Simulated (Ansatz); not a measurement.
# Reading EPR parameters

A crystal has the composition MV2O6, where M is a 3d element. A calculation (PBE+U, spin-orbit coupling in second variation, Ansatz) gives:

```
S                            : 5/2
g                            : 2.0006, 2.0009, 2.0010
D, with anisotropic exchange : -0.0644 cm⁻¹ (-1.93 GHz)
E                            : -97 MHz
moment in its sphere         : 4.13 μB
```

**Question.** Which ion is it, and why?

The crystal is MnV2O6, space group C2/m. The spin sits on Mn, with 6 O at 2.09 to 2.23 Å round it. With the usual charges of the other elements M must be +2. The high-spin ion of that charge with S = 5/2 in this row is Mn²⁺ high-spin d⁵. Low-spin ions are left aside. The shift from the free-electron value is small, as for a half-filled shell without orbital momentum.

[Logs are printed without paths, hosts, clocks, repeated set-up lines and the standing remarks that a program may print on its own settings, such as how far it seeks lower states.]

[Hosts, paths, dates, database ids (printed as entryN), source tags and the programs' standing remarks are cut or masked in the printed files.]
